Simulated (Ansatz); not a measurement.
# NaAuF3 (cubic perovskite) (Pm-3m): Hubbard U and Hund's J by constrained RPA, part 2 of 2

How strongly is the local Coulomb interaction screened in NaAuF3 (cubic perovskite) (Pm-3m)?

Ansatz 0.2.0; non-magnetic PBEsol, then constrained RPA, plane waves, PAW.

So far. Step 3 (Constrained RPA: Au d, bands v5 to v1, 4×4×4 mesh …): On the Au d shell, screening brings the on-site interaction from 12.6 eV down to U = 4.69 eV.

The structure was built from a prototype and need not be the compound's stable phase.

## (4) Constrained RPA: Au d + anion p, bands v14 to v1, 4×4×4 mesh, medium accuracy

Level of this step: constrained RPA on PBEsol, plane waves, PAW (Ansatz).

The input, input.yaml:

```yaml
crystal:
  lattice:
    - [0.0, -4.37522604, 0.0]
    - [0.0, 0.0, 4.37522604]
    - [-4.37522604, 0.0, 0.0]
  atoms:
    - { symbol: Na, position: [0.0, 0.0, 0.0] }
    - { symbol: Au, position: [0.5, 0.5, 0.5] }
    - { symbol: F, position: [0.5, 0.5, 0.0] }
    - { symbol: F, position: [0.5, 0.0, 0.5] }
    - { symbol: F, position: [0.0, 0.5, 0.5] }
kpoints:
  mp_grid: { grid: [6, 6, 6] }
hamiltonian:
  xc: pbesol
scf:
  occupations: { method: gaussian, width: 0.08 }
  n_extra_bands: 19
  max_iter: 150
  lower_state_search: "off"
output:
  crpa:
    kmesh: [4, 4, 4]
    target_bands: [v14, v1]
    projections: [{ species: Au, l: d, shell: 5 }, { species: F, l: p, shell: 2 }]
  local_orbitals:
    kmesh: [8, 8, 8]
    orbitals: [{ species: Au, l: d, shell: 5 }, { species: F, l: p, shell: 2 }]
    window: { bands: [v14, v1] }
    seedname: lo
```

Run with:

```bash
> ansatz run input.yaml --threads 4 --pin off --max-ram 9216MiB --backend cpu --events-out ev --progress --plain --runs-dir out
```

Numbers of over 12 decimals in the logs are rounded to 6 here.

Output:

```text
[...]
Crystal: 5 atoms, lattice volume = 83.753 Å³
Basis set: ecut = 420 eV, 1647 PW (Γ)
Bands: 44, of which v1, the nominal top of the filled ones, is band 25 counted from 1 (24 counted from 0)
Symmetry: 48 space group operations
[...]
k-points: 20 of 216
[...]
SCF iter   1: F=—  HF=-16882.930497 eV  |F-HF|=—  |Δ(HF+E_count)|=         —  Δρ=1.35e-2  dr2=9.62e-2  ethr=1.77e-3  ⟨swp⟩=6.2  Hψ=3980  notcnv=0  defer=163
[...]
SCF iter   8: F=-16882.904800 eV  HF=-16882.904800 eV  |F-HF|=3.65e-9  |Δ(HF+E_count)|=   3.37e-8  Δρ=3.34e-6  dr2=5.07e-9  ethr=2.04e-10  ⟨swp⟩=12.9  Hψ=4751  notcnv=0
SCF 1 converged in 8 iterations: F = -16882.904800 eV  dr2 = 5.07e-9
[...]
cRPA screening: q 1/64
cRPA screening: q 2/64
cRPA screening: q 8/64 (q-point 3)
cRPA screening: q 11/64 (q-point 6)
cRPA screening: q 17/64 (q-point 7)
cRPA screening: q 29/64 (q-point 8)
cRPA screening: q 35/64 (q-point 11)
cRPA screening: q 38/64 (q-point 22)
cRPA screening: q 40/64 (q-point 23)
cRPA screening: q 46/64 (q-point 24)
cRPA screening: q 52/64 (q-point 27)
cRPA screening: q 58/64 (q-point 28)
cRPA screening: q 64/64 (q-point 43)
SCF converged after 8 iterations
Free energy (F): -16882.904800 eV
[...]
Internal energy: -16882.891652 eV  (E = F + TS)
E sigma→0 (E₀):  -16882.898226 eV
Entropy (-TS):   -0.013147 eV (-2.629 meV/atom)
Fermi energy:    5.470227 eV
[...]
--- Band table (eV; the first three rows and the last of 20) ---
  k-point 0: bands = [... 21 lower, 2.1585, 2.1585, 2.8976, 2.8976, 5.5485, 10.3427, 14.3288, 14.3288, ... 15 higher]
  k-point 1: bands = [... 21 lower, 2.5330, 2.5330, 2.8992, 3.4965, 6.0557, 10.4081, 13.1075, 14.5394, ... 15 higher]
  k-point 2: bands = [... 21 lower, 2.9022, 3.0325, 3.0325, 4.0522, 7.3774, 10.0805, 12.6917, 14.8922, ... 15 higher]
  k-point 19: bands = [... 21 lower, 3.6531, 3.6531, 6.2450, 6.2450, 10.8067, 11.6415, 12.5583, 12.5583, ... 15 higher]
[...]
χ-basis size per q: N_G = 292..320
[...]
Each shell's averages of U are screened by what lies outside the whole window alone: parameters of one model of all the shells.
[...]
screened: U = 6.8329 eV, U' = 5.8170 eV, J = 0.5075 eV
      screened, to within: U = 1.5e-2 eV, U' = 1.5e-2 eV, J = 7.1e-4 eV
      bare: V = 16.9746 eV, V' = 15.6069 eV, J = 0.6848 eV
    Site 2, 2P, 3 of 3 p orbitals (Wannier functions 6, 7, 8; wannier90's mr 1, 2, 3):
      screened: U = 8.5552 eV, U' = 6.8548 eV, J = 0.8312 eV
      screened, to within: U = 3.2e-2 eV, U' = 3.2e-2 eV, J = 1.3e-3 eV
      bare: V = 22.1620 eV, V' = 20.0211 eV, J = 1.0524 eV
    Site 3, 2P, 3 of 3 p orbitals (Wannier functions 9, 10, 11; wannier90's mr 1, 2, 3):
      screened: U = 8.5552 eV, U' = 6.8548 eV, J = 0.8312 eV
      screened, to within: U = 3.2e-2 eV, U' = 3.2e-2 eV, J = 1.3e-3 eV
      bare: V = 22.1620 eV, V' = 20.0211 eV, J = 1.0524 eV
    Site 4, 2P, 3 of 3 p orbitals (Wannier functions 12, 13, 14; wannier90's mr 1, 2, 3):
      screened: U = 8.5552 eV, U' = 6.8548 eV, J = 0.8312 eV
      screened, to within: U = 3.2e-2 eV, U' = 3.2e-2 eV, J = 1.3e-3 eV
      bare: V = 22.1620 eV, V' = 20.0211 eV, J = 1.0524 eV
[...]
```

Wall time 2.1 min (4 threads of Intel Xeon Platinum 8559C (Emerald Rapids), shared host); peak memory 0.85 GiB; 7.8 min of CPU time.

Numbers from this step:

```
U                                                 : 6.833 eV
U prime (inter-orbital)                           : 5.817 eV
J                                                 : 0.5075 eV
bare V                                            : 16.97 eV
bare J                                            : 0.6848 eV
stated bound on U                                 : 0.01418 eV
U over bare V                                     : 0.4025
electrons in the window                           : 27.00
head of the constrained inverse dielectric matrix : 0.3575
least eigenvalue of the projection's overlap      : 0.6550
target functions                                  : 14
bands in the sums                                 : 50
r.m.s. miss of the model bands                    : 2.30e-4 eV
width of the target bands                         : 8.673 eV
weight of the projected orbitals in the window    : 0.9703
```

On the Au d shell, screening brings the on-site interaction from 17.0 eV down to U = 6.83 eV.

Kanamori averages over each shell's functions. Crpa shells, by row:

| site | element | shell | orbitals | U (eV) | U' (eV) | J (eV) | bare V (eV) | bare V' (eV) | bare J (eV) | bound on U (eV) |
| --- | --- | --- | --- | --- | --- | --- | --- | --- | --- | --- |
| 2 | Au | 5D | 5 | 6.833 | 5.817 | 0.5075 | 16.97 | 15.61 | 0.6848 | 0.01418 |
| 3 | F | 2P | 3 | 8.555 | 6.855 | 0.8312 | 22.16 | 20.02 | 1.052 | 0.03193 |
| 4 | F | 2P | 3 | 8.555 | 6.855 | 0.8312 | 22.16 | 20.02 | 1.052 | 0.03193 |
| 5 | F | 2P | 3 | 8.555 | 6.855 | 0.8312 | 22.16 | 20.02 | 1.052 | 0.03193 |

Projected local orbitals of the target window. The electronic bands at the labelled points (eV, zero at the Fermi level; # counts the bands kept):

| point | #11 | #12 | #13 | #14 |
| --- | --- | --- | --- | --- |
| Γ | -3.31 | -3.31 | -2.57 | -2.57 |
| halfway | -2.67 | -2.67 | -2.57 | -1.64 |
| X | -2.57 | -2.23 | -2.23 | -1.26 |
| halfway | -2.23 | -2.09 | -2.05 | -0.15 |
| M | -2.23 | -2.00 | -1.82 | 0.77 |
| halfway | -2.65 | -2.38 | -2.15 | -0.74 |
| Γ | -3.31 | -3.31 | -2.57 | -2.57 |
| halfway | -2.35 | -2.35 | -0.74 | -0.74 |
| R | -1.82 | -1.82 | 0.77 | 0.77 |
| halfway | -2.07 | -2.03 | -0.75 | 0.06 |
| X | -2.57 | -2.23 | -2.23 | -1.26 |
| jump to R | -1.82 | -1.82 | 0.77 | 0.77 |
| halfway | -2.05 | -1.82 | -0.40 | 0.77 |
| M | -2.23 | -2.00 | -1.82 | 0.77 |

The same for Kohn-Sham, solved directly:

| point | #11 | #12 | #13 | #14 |
| --- | --- | --- | --- | --- |
| Γ | -3.31 | -3.31 | -2.57 | -2.57 |
| X | -2.57 | -2.23 | -2.23 | -1.26 |
| M | -2.23 | -2.00 | -1.82 | 0.77 |
| Γ | -3.31 | -3.31 | -2.57 | -2.57 |
| R | -1.82 | -1.82 | 0.77 | 0.77 |
| X | -2.57 | -2.23 | -2.23 | -1.26 |
| R | -1.82 | -1.82 | 0.77 | 0.77 |
| M | -2.23 | -2.00 | -1.82 | 0.77 |

Onsite levels, by row:

| orbital | level less Fermi level (eV) |
| --- | --- |
| Au2 dz2 | -2.655 |
| Au2 dxz | -3.246 |
| Au2 dyz | -3.246 |
| Au2 dx2-y2 | -2.655 |
| Au2 dxy | -3.246 |
| F3 pz | -4.374 |
| F3 px | -5.543 |
| F3 py | -4.374 |
| F4 pz | -5.543 |
| F4 px | -4.374 |
| F4 py | -4.374 |
| F5 pz | -4.374 |
| F5 px | -4.374 |
| F5 py | -5.543 |

Largest distinct elements between sites. Hoppings, by row:

| from | to | cell | distance (Å) | t (eV) |
| --- | --- | --- | --- | --- |
| Au2 dz2 | F4 pz | 0 1 0 | 2.188 | 1.557 |
| Au2 dx2-y2 | F5 py | 0 0 0 | 2.188 | -1.348 |
| Au2 dz2 | F5 py | 0 0 0 | 2.188 | -0.7784 |
| F4 px | Au2 dxz | 0 0 0 | 2.188 | 0.7013 |
| F4 pz | F3 px | 0 0 0 | 3.094 | 0.3533 |
| F3 py | F5 py | 1 0 -1 | 3.094 | 0.116 |
| F4 py | F5 pz | 1 0 0 | 3.094 | -0.1153 |
| F5 px | F5 px | 1 0 0 | 4.375 | -0.0677 |
| F3 py | F4 py | 0 1 0 | 3.094 | -0.0598 |
| F5 py | Au2 dz2 | -1 -1 0 | 4.892 | -0.0558 |
| Au2 dx2-y2 | F3 px | 1 0 1 | 4.892 | 0.0526 |
| F4 pz | F4 pz | 0 0 -1 | 4.375 | -0.0516 |

## (5) The windows together

Times are wall times on 4 threads of Intel Xeon Platinum 8559C (Emerald Rapids), shared host, good to a factor of about two.

| target | bands | functions | width (eV) | bare V (eV) | U (eV) | U′ (eV) | J (eV) | U/V | time |
| --- | --- | --- | --- | --- | --- | --- | --- | --- | --- |
| Au d | v5–v1 | 5 | 4.09 | 12.59 | 4.69 | 4.02 | 0.31 | 0.37 | 44 s |
| Au d + anion p | v14–v1 | 14 | 8.67 | 16.97 | 6.83 | 5.82 | 0.51 | 0.40 | 2.1 min |

## (6) What came out

| Property | Result |
| --- | --- |
| Au d | U 4.69 eV, U′ 4.02 eV, J 0.31 eV, bare V 12.6 eV |
| Au d + anion p | U 6.83 eV, U′ 5.82 eV, J 0.51 eV, bare V 17.0 eV |
| method | constrained RPA on non-magnetic PBEsol, 4×4×4 mesh, static; search for lower states off |

For Au d, screening cuts the on-site interaction from 12.59 eV to 4.69 eV (37 %), while J goes only from 0.43 eV to 0.31 eV: the monopole is screened far more than the multipoles. U − 2J differs from U′ by +0.05 eV, so the Kanamori relation holds well. U is 1.1 times the width of the target bands. With the window Au d + anion p U becomes 6.83 eV and the bare V 16.97 eV, so U/V goes from 0.37 to 0.40. The parent state is non-magnetic and the interaction static (zero frequency); U depends on the window and the orbitals, so it belongs to this model alone. The bands cross the Fermi level under this constraint, which need not be the crystal's state: magnetic order, correlation or a lattice distortion may open a gap. Spin-orbit coupling, which is strong for atoms this heavy, is left out. A window that holds the anion p bands defines a model with explicit ligands; its U belongs to that model and is not the U of DFT+U.

[Paths, hosts, dates, memory and timing lines, banners, echoed tables and standing remarks are left out of the program output.]

[Logs are printed without paths, hosts, clocks, repeated set-up lines and the standing remarks that a program may print on its own settings, such as how far it seeks lower states.]

[Runs of the session that timed out or met a known fault of the program may be left out.]

[Hosts, paths, dates, database ids (printed as entryN), source tags and the programs' standing remarks are cut or masked in the printed files.]
